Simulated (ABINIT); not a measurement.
# Quasiparticle gap of InP (F-43m) in ABINIT

How does a plane-wave GW calculation on InP (F-43m) run from the first input to the gap?

Calculated with ABINIT 10.8.3; PBE and many-body steps on it, plane waves.

### 1. Set-up

Symmetry: F-43m, No. 216, cubic system. Conventional cell: a = 5.869 Å, b = 5.869 Å, c = 5.869 Å, α = 90.00°, β = 90.00°, γ = 90.00°. In has 4 P at 2.54 Å nearest. Nearest to P lie 4 In at 2.54 Å. Farther neighbours, and contacts between anions beyond the nearest, are not listed.

Coordinates:

```cif
data_structure
_symmetry_space_group_name_H-M 'P 1'
_symmetry_Int_Tables_number 1
_cell_length_a 4.1498
_cell_length_b 4.1498
_cell_length_c 4.1498
_cell_angle_alpha 60.000
_cell_angle_beta 60.000
_cell_angle_gamma 60.000
_cell_volume 50.53
loop_
_atom_site_label
_atom_site_type_symbol
_atom_site_fract_x
_atom_site_fract_y
_atom_site_fract_z
_atom_site_occupancy
In1 In 0.00000 0.00000 0.00000 1
P2 P 0.25000 0.25000 0.25000 1
```

The cell and positions come from the Crystallography Open Database and are kept as given unless a step says otherwise.

### 2. Ground state

This step: ABINIT 10.8.3; DFT, PBE, plane waves, norm-conserving pseudopotentials.

The ground-state density comes first.

run.abi reads:

```
acell 3*1.0 Angstrom
rprim 
  -0.000000000000 2.934350000000 2.934350000000
  2.934350000000 -0.000000000000 2.934350000000
  2.934350000000 2.934350000000 -0.000000000000
ntypat 2
znucl 49 15
natom 2
typat 1 2
xred 
  0.000000000000 0.000000000000 0.000000000000
  0.250000000000 0.250000000000 0.250000000000
pp_dirpath "pseudos"
pseudos "In.upf, P.upf"
ecut 33
ngkpt 6 6 6
nshiftk 1
shiftk 0 0 0
kptopt 1
chksymbreak 0
nband 18
occopt 1
tolvrs 1e-10
nstep 60
prtwf 0
optforces 0
optstress 0
indata_prefix "in"
outdata_prefix "out"
tmpdata_prefix "tmp"
```

On the command line:

```sh
OMP_NUM_THREADS=1 mpirun -n 8 abinit run.abi > log
```

What it wrote:

```text
.Version 10.8.3 of ABINIT. v10.8.2 released Aug 2026.

 Symmetries : space group F-4 3 m (#216); Bravais cF (face-center cubic)
================================================================================
 Values of the parameters that define the memory need of the present run
     intxc =       0    ionmov =       0      iscf =       7    lmnmax =       6
     lnmax =       6     mgfft =      45  mpssoang =       3    mqgrid =    3001
     natom =       2  nloc_mem =       1    nspden =       1   nspinor =       1
    nsppol =       1      nsym =      24    n1xccc =    2501    ntypat =       2
    occopt =       1   xclevel =       2
-    mband =          18        mffmem =           1         mkmem =           2
       mpw =        3104          nfft =       91125          nkpt =          16
================================================================================
  Rough estimation (10% accuracy) of disk space for files :
================================================================================

--------------------------------------------------------------------------------
------------- Echo of variables that govern the present computation ------------
--------------------------------------------------------------------------------
 -outvars: echo values of preprocessed input variables --------
            acell      1.8897261259E+00  1.8897261259E+00  1.8897261259E+00 Bohr

      chksymbreak           0
             ecut      3.30000000E+01 Hartree
-          fftalg         312

              ixc     -101130
              kpt      0.00000000E+00  0.00000000E+00  0.00000000E+00
                       1.66666667E-01  0.00000000E+00  0.00000000E+00
                       3.33333333E-01  0.00000000E+00  0.00000000E+00
                       5.00000000E-01  0.00000000E+00  0.00000000E+00
                       1.66666667E-01  1.66666667E-01  0.00000000E+00
                       3.33333333E-01  1.66666667E-01  0.00000000E+00
                       5.00000000E-01  1.66666667E-01  0.00000000E+00
                      -3.33333333E-01  1.66666667E-01  0.00000000E+00
                      -1.66666667E-01  1.66666667E-01  0.00000000E+00
   [... 5 further rows ...]
                      -3.33333333E-01  3.33333333E-01  1.66666667E-01
                      -3.33333333E-01  5.00000000E-01  1.66666667E-01
         kptrlatt        6    0    0      0    6    0      0    0    6
          kptrlen      4.70518853E+01
P           mkmem           2
            natom           2
            nband          18
            ngfft          45      45      45
             nkpt          16
            nstep          60
             nsym          24
           ntypat           2
              occ      2.000000  2.000000  2.000000  2.000000  2.000000  2.000000
                       2.000000  2.000000  2.000000  2.000000  2.000000  2.000000
                       2.000000  0.000000  0.000000  0.000000  0.000000  0.000000
        optforces           0
        optstress           0
            prtwf           0
            rprim     -0.0000000000E+00  2.9343500000E+00  2.9343500000E+00
[...]
spgroup         216

           tolvrs      1.00000000E-10

             xred      0.0000000000E+00  0.0000000000E+00  0.0000000000E+00
[...]
znucl       49.00000   15.00000

================================================================================

 chkinp: Checking input parameters for consistency.

================================================================================
== DATASET  1 ==================================================================
-   mpi_nproc: 8, omp_nthreads: 1 (-1 if OMP is not activated)

--- !DatasetInfo
iteration_state: {dtset: 1, }
dimensions: {natom: 2, nkpt: 16, mband: 18, nsppol: 1, nspinor: 1, nspden: 1, mpw: 3104, }
cutoff_energies: {ecut:  33.0, pawecutdg:  -1.0, }
electrons: {nelect:   2.60000000E+01, charge:   0.00000000E+00, occopt:   1.00000000E+00, tsmear:   1.00000000E-02, }

 Real(R)+Recip(G) space primitive vectors, cartesian coordinates (Bohr,Bohr^-1):
 R(1)=  0.0000000  5.5451179  5.5451179  G(1)= -0.0901694  0.0901694  0.0901694
 R(2)=  5.5451179  0.0000000  5.5451179  G(2)=  0.0901694 -0.0901694  0.0901694
 R(3)=  5.5451179  5.5451179  0.0000000  G(3)=  0.0901694  0.0901694 -0.0901694
 Unit cell volume ucvol=  3.4100625E+02 bohr^3
 Angles (23,13,12)=  6.00000000E+01  6.00000000E+01  6.00000000E+01 degrees

 getcut: wavevector=  0.0000  0.0000  0.0000  ngfft=  45  45  45
         ecut(hartree)=     33.000   => boxcut(ratio)=   2.16973

--- Pseudopotential description ------------------------------------------------
- In Generated using ONCVPSP code by D. R. Hamann
- 49.00000  21.00000  171031                  znucl, zion, pspdat
12 -101130 2 -1 1964                          pspcod,pspxc,lmax,lloc,mmax
     nproj     2     2     2
  pspatm : epsatm=   33.77322108
         --- l  ekb(1:nproj) -->
[...]
pspatm: atomic psp has been read  and splines computed

- P Generated using ONCVPSP code by D. R. Hamann
- 15.00000   5.00000  171031                  znucl, zion, pspdat
12 -101130 2 -1 1298                          pspcod,pspxc,lmax,lloc,mmax
     nproj     2     2     2
  pspatm : epsatm=    8.05910421
         --- l  ekb(1:nproj) -->
[...]
2   -3.154982   -0.827415
 pspatm: atomic psp has been read  and splines computed

   1.08764046E+03                                ecore*ucvol(ha*bohr**3)
--------------------------------------------------------------------------------

_setup2: Arith. and geom. avg. npw (full set) are    3085.792    3085.771

================================================================================

--- !BeginCycle
iteration_state: {dtset: 1, }
solver: {iscf: 7, nstep: 60, nline: 4, wfoptalg: 0, }
tolerances: {tolvrs: 1.00E-10, }

     iter   Etot(hartree)      deltaE(h)  residm     vres2
 ETOT  1  -206.02448098893    -2.060E+02 2.006E-01 1.798E+02
 ETOT  2  -206.37957298910    -3.551E-01 7.285E-03 1.860E+01
 ETOT  3  -206.38183846316    -2.265E-03 1.870E-02 7.032E-01
 ETOT  4  -206.38187289972    -3.444E-05 1.332E-03 1.543E-01
 ETOT  5  -206.38188994096    -1.704E-05 5.514E-04 9.235E-03
 ETOT  6  -206.38189219044    -2.249E-06 2.339E-05 2.217E-03
 ETOT  7  -206.38189251365    -3.232E-07 1.575E-05 4.211E-06
 ETOT  8  -206.38189251432    -6.688E-10 7.250E-07 7.024E-08
 ETOT  9  -206.38189251434    -1.145E-11 5.387E-07 2.608E-09
 ETOT 10  -206.38189251434    -3.041E-12 6.526E-08 2.217E-10
 ETOT 11  -206.38189251434    -2.871E-12 1.863E-08 1.083E-11

 At SCF step   11       vres2   =  1.08E-11 < tolvrs=  1.00E-10 =>converged.

--- !ResultsGS
iteration_state: {dtset: 1, }
comment   : Summary of ground state results
lattice_vectors:
- [ -0.0000000,   5.5451179,   5.5451179, ]
- [  5.5451179,  -0.0000000,   5.5451179, ]
- [  5.5451179,   5.5451179,  -0.0000000, ]
lattice_lengths: [   7.84198,    7.84198,    7.84198, ]
lattice_angles: [ 60.000,  60.000,  60.000, ] # degrees, (23, 13, 12)
lattice_volume:   3.4100625E+02
convergence: {deltae: -2.871E-12, res2:  1.083E-11, residm:  1.863E-08, diffor:  0.000E+00, }
etotal    :  -2.06381893E+02
entropy   :   0.00000000E+00
fermie    :   1.80897190E-01
cartesian_stress_tensor: null
pressure_GPa: null
xred      :
- [  0.0000E+00,   0.0000E+00,   0.0000E+00, In]
- [  2.5000E-01,   2.5000E-01,   2.5000E-01,  P]
cartesian_forces: null
force_length_stats: {min: null, max: null, mean: null, }

 Integrated electronic density in atomic spheres:
 ------------------------------------------------
 Atom  Sphere_radius  Integrated_density
    1        2.00000         17.83551814
    2        2.00000          2.76432611
================================================================================

 ----iterations are completed or convergence reached----

 Mean square residual over all n,k,spin=   11.300E-11; max=  18.633E-09
 reduced coordinates (array xred) for    2 atoms
       0.000000      0.000000      0.000000
       0.250000      0.250000      0.250000
 rms dE/dt=  0.0000E+00; max dE/dt=  0.0000E+00; dE/dt below (all hartree)
    1       0.000000      0.000000      0.000000
    2       0.000000      0.000000      0.000000

 cartesian coordinates (angstrom) at end:
    1      0.000000     0.000000     0.000000
    2      1.467175     1.467175     1.467175
 length scales=  1.889726  1.889726  1.889726 bohr
              =  1.000000  1.000000  1.000000 angstroms
 prteigrs : about to open file out_EIG
 Fermi (or HOMO) energy (hartree) =   0.18090   Average Vxc (hartree)=  -0.34739
 Eigenvalues (hartree) for nkpt=  16  k points:
 kpt#   1, nband= 18, wtk=  0.00463, kpt=  0.0000  0.0000  0.0000 (reduced coord)
  -4.04732   -2.52125   -2.52125   -2.52125   -0.34094   -0.34094   -0.34094   -0.33551
  -0.33551   -0.24140    0.18090    0.18090    0.18090    0.20616    0.33111    0.33111
   0.33111    0.49603
 prteigrs : prtvol=0 or 1, do not print more k-points.

--- !EnergyTerms
iteration_state     : {dtset: 1, }
comment             : Components of total free energy in Hartree
kinetic             :  7.020980E+01
hartree             :  7.456621E+01
xc                  : -3.013991E+01
Ewald energy        : -1.039181E+02
psp_core            :  3.189503E+00
local_psp           : -2.044677E+02
non_local_psp       : -1.582166E+01
total_energy        : -2.063819E+02
total_energy_eV     : -5.615937E+03
band_energy         : -2.650963E+01

== END DATASET(S) ==============================================================
================================================================================

 -outvars: echo values of variables after computation  --------
           etotal     -2.0638189251E+02
            nband          18
             nkpt          16
          spgroup         216
 [... the other variables as echoed above ...]

 Calculation completed.
```

It took 6.8 s on 8 MPI ranks of Arm Neoverse V2, shared host; peak memory 0.61 GiB; 53 s of CPU time.

This step gave:

```yaml
total_energy: -5615.9374 eV
gap: 0.6874 eV
k_of_the_valence_top: 0, 0, 0
k_of_the_conduction_bottom: 0, 0, 0
least_direct_gap: 0.6874 eV
```

The gap is direct, at Γ.

[end of part 1 of 3]

[Long decimals in the printed logs are rounded to 6 places.]

[Logs are printed without paths, hosts, clocks, repeated set-up lines and the standing remarks that a program may print on its own settings, such as how far it seeks lower states.]

[Paths, hosts, dates, memory and timing lines, banners, echoed tables and standing remarks are left out of the program output; an Ansatz launch command may be rebuilt from the run's recorded settings. Measured values are a selection of at most five: reports struck by readers or far from the other reports are left out. None is set beside runs whose start may be inverted or whose files or cutoffs have a known fault.]

[Runs of the session that timed out or met a known fault of the program may be left out.]

[Hosts, paths, dates, database ids (printed as entryN), source tags and the programs' standing remarks are cut or masked in the printed files.]

[G0W0 gaps are taken among the corrected bands and points alone; a level outside them can change the order at an edge.]

[Where Ansatz stands beside ABINIT at settings called matched, ABINIT's density can come from a denser mesh and the files from another edition; pairs whose starting gaps differed by over 0.03 eV were left out, so agreement reads better than it is.]
